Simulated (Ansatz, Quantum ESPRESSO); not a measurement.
## BaTiO3 (001), cubic perovskite: a film clamped to its substrate

A thin film takes the in-plane lattice of its substrate and is free along the normal. How do the free axis and the stress follow the misfit? The strained cell has c along the film normal; unstrained it is a = 3.9724 Å, b = 3.9724 Å, c = 3.9724 Å, α = 90.00°, β = 90.00°, γ = 90.00°, with 5 atoms. The symmetry of the cell is held, so distortions that would lower it, which this phase may prefer, aren't tested.

Calculated with Quantum ESPRESSO 7.5, PBEsol, PseudoDojo 0.4.1 norm-conserving potentials, cutoff 1170 eV, Fermi–Dirac smearing 0.02 eV, k-mesh 7×7×7, no spin polarisation, no spin-orbit coupling.

Relaxed positions at 0 %:

```csv
atom,x,y,z
Ba,0.0000,0.0000,0.0000
Ti,0.5000,0.5000,0.5000
O,0.5000,0.5000,0.0000
O,0.5000,0.0000,0.5000
O,0.0000,0.5000,0.5000
```

| ε∥ (%) | a (Å) | c (Å) | ε⊥ (%) | σ (GPa, tension positive) |
| --- | --- | --- | --- | --- |
| −3 | 3.8532 | 4.0625 | 2.270 | −12.54 |
| −2 | 3.8929 | 4.0310 | 1.477 | −7.89 |
| −1 | 3.9326 | 4.0010 | 0.721 | −3.73 |
| 0 | 3.9724 | 3.9724 | 0.000 | −0.01 |
| 1 | 4.0121 | 3.9456 | −0.673 | 3.33 |
| 3 | 4.0915 | 3.8969 | −1.899 | 9.03 |

**Question.** Fit both responses and give the free strain and the stress at +2 %, a row left out above.

Least squares with y = y0 + y1 ε + y2 ε² (ε in %) gives ε⊥ = 0.003 + (−0.6953) ε + (0.0204) ε² and σ = 0.00 + (3.583) ε + (−0.194) ε² GPa. The linear terms put the ratio of free to applied strain at −0.695 and the biaxial modulus at 358 GPa.

At +2 % the free strain comes out as −1.306 %. The run itself gives −1.308 %, so the estimate misses by 0.002 %; the fitted rows themselves lie up to 0.003 % off the law.

The stress comes out as 6.39 GPa. The run itself gives 6.33 GPa, so the estimate misses by 0.06 GPa; the fitted rows themselves lie up to 0.06 GPa off the law.

For a cubic crystal strained in (001), ε⊥/ε∥ = −R with R = 2C12/C11, the modulus is C11 + C12 − 2C12²/C11 = C11(1 + R/2 − R²/2), so C11 = 324 GPa and C12 = 113 GPa.

The negative ε² term means that the crystal stiffens in compression and softens in tension.

The same fit over all rows at other levels or in other programs gives the strain ratio = −0.693 with PBEsol (Ansatz) and −0.707 with PBEsol (Quantum ESPRESSO, GBRV).

[Logs are printed without paths, hosts, clocks, repeated set-up lines and the standing remarks that a program may print on its own settings, such as how far it seeks lower states.]
